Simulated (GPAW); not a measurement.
# free-standing square Eu monolayer, spacing 3.42 A: one coupling from two orders, and a test

Can a spin model with one coupling foretell the energy of a further order of free-standing square Eu monolayer, spacing 3.42 A?

Method: PBE; plane waves with GPAW's PAW setups, scalar-relativistic, in GPAW 26.7.0.

### 1. Starting point

The cell holds 1 atom: 1 Eu. Cell: a = 3.420 Å, b = 3.420 Å, c = 14.000 Å, α = 90.0°, β = 90.0°, γ = 90.0°. model lattice. Vacuum lies along c.

### 2. The parallel order

All energies count from this run.

Contents of order1.py:

```python
import json
import numpy as np
from ase import Atoms
from ase.parallel import paropen, parprint
from gpaw import GPAW

atoms = Atoms(['Eu'],
    cell=[[3.42, 0.0, 0.0],
         [0.0, 3.42, 0.0],
         [0.0, 0.0, 14.0]],
    scaled_positions=[[0.0, 0.0, 0.5]],
    pbc=True,
    magmoms=[7.0])
atoms.calc = GPAW(mode={'name': 'pw', 'ecut': 700},
    xc='PBE',
    kpts={'size': (8, 8, 1), 'gamma': True},
    occupations={'name': 'fermi-dirac', 'width': 0.1},
    convergence={'density': 1e-05, 'energy': 1e-05},
    maxiter=200,
    symmetry={'tolerance': 1e-4},
    txt='order1.txt')
e = atoms.get_potential_energy(force_consistent=True)
res = {'free_energy': e, 'energy_sigma0': atoms.get_potential_energy(), 'fermi_energy': atoms.calc.get_fermi_level()}
res['moments'] = atoms.get_magnetic_moments().tolist()
res['total'] = atoms.get_magnetic_moment()
parprint('site moments (muB):', np.round(res['moments'], 3))
parprint(f"total moment: {res['total']:.3f} muB")
parprint(f'free energy: {e:.6f} eV')
atoms.calc.write('order1.gpw')
with paropen('results.json', 'w') as f:
    json.dump(res, f)
```

Run with:

```console
OMP_NUM_THREADS=1 python3 order1.py > order1.log
```

Output:

```text
site moments (muB): [6.83]
total moment: 7.992 muB
free energy: -8.845636 eV

--- order1.txt ---
Input parameters:
  mode=PW(ecut=700),
  convergence={'density': 1e-05, 'energy': 1e-05},
  kpts=MonkhorstPack(size=(8, 8, 1), gamma=True),
  maxiter=200,
  occupations=Occupations(name='fermi-dirac', width=0.1),
  symmetry=Symmetry(tolerance=0.0001),
  xc=XC(name='PBE')

Diagonalizing LCAO Hamiltonian
[...]
|          4 |        -3.893 |     1.000 |        -2.593 |     1.000 |
[...]
|         14 |        -0.234 |     0.169 |         3.851 |     0.000 |
|         15 |         2.212 |     0.000 |         3.875 |     0.000 |
|         16 |         3.161 |     0.000 |         3.883 |     0.000 |
|        ... |               |           |               |           |
|         18 |         3.484 |     0.000 |         4.929 |     0.000 |

No gap
No difference between direct/indirect transitions


[key lines of the parts left out:]
Free energy:      -8.845636
Converged in 19 steps
dipole moment: (-18.955751, -18.955751, -0.000001)  # |e|*Ang
Fermi level: -0.393
```

Wall time 72 s (1 MPI rank of Intel Xeon Platinum 8559C (Emerald Rapids), shared host); peak memory 0.33 GiB.

Spin moment in the augmentation sphere by atom:

```
atom  spin moment in the augmentation sphere (μB)
 Eu1                                         6.83
```

Read from the output:

```yaml
magnetization: 7.992 μB
final_state: ferromagnetic
```

After 19 cycles the largest moment stands at 6.83 μB.

### 3. The orders used for the fit

The other orders were run with the same settings, on meshes that hold the same points. Free energies (smearing 0.1 eV, its entropy term included) are divided by the number of Eu atoms; q is in fractions of the reciprocal vectors of the first run's cell.

```
            order  atoms   mesh  free energy (eV)  eV per Eu  largest moment (μB)
              F +      1  8×8×1           -8.8456    -8.8456                 6.83
AF q=(0,1/2,0) +-      2  8×4×1          -17.5421    -8.7710                 6.74
```

### 4. Counting neighbours

With E = −Σ J e_i·e_j over ordered pairs of unit vectors, turning a neighbour from parallel to opposed costs 2J a Eu atom. So an order lies 2 Σ n J over the parallel one, n being the opposed neighbours in each shell.

| shell | distance (Å) | neighbours | opposed in AF q=(0,1/2,0) +- | opposed in AF q=(1/2,1/2,0) +- |
| --- | --- | --- | --- | --- |
| J1 | 3.42 | 4 | 2 | 4 |
| J2 | 4.84 | 4 | 4 | 0 |

Only J1 is kept.

### 5. Solving

```
2 × 2 × J1 = +74.59 meV    (AF q=(0,1/2,0) +-)
J1 = +18.65 meV
```

### 6. The test

The couplings now give the orders that were left out:

```
2 × 4 × (+18.65) = +149.20 meV    (AF q=(1/2,1/2,0) +-)
```

The runs themselves:

| order | atoms | mesh | free energy (eV) | eV per Eu | largest moment (μB) | over the parallel order (meV) | foretold (meV) |
| --- | --- | --- | --- | --- | --- | --- | --- |
| AF q=(1/2,1/2,0) +- | 2 | 4×8×1 | -17.4075 | -8.7037 | 6.67 | +141.90 | +149.20 |

### 7. What came out

| Property | Result |
| --- | --- |
| J1 (Eu–Eu at 3.42 Å) | 18.6 meV |
| largest miss on the orders left out | 7.3 meV |

**Reading.** The model misses the order left out by 7.3 meV, 5.1 % of the span of the orders, so it holds on this test. The first dropped shell that the test feels is J2 at 4.84 Å. The site moments spread by 2.3 % over the orders. In a metal couplings reach far, and the mesh was not tested. The couplings are effective ones: further shells with opposed neighbours are folded into them or show in the miss. No mean-field temperature is given: it needs a model that holds, an unfrustrated order and couplings in all three dimensions. The f shell is half filled, so the spin-only picture is fair. Without a U the functional spreads the 4f electrons too much, so the state and its energies are unreliable.

[Logs and program files are shortened in this print: banners, set-up blocks, solver, clock and traceback lines can be left out without a mark of their own.]

[Logs are printed without paths, hosts, clocks, repeated set-up lines and the standing remarks that a program may print on its own settings, such as how far it seeks lower states.]

[Hosts, paths, dates, database ids (printed as entryN), source tags and the programs' standing remarks are cut or masked in the printed files.]

[Where a cell is said to come from a database of computed structures, the database is the Materials Project.]
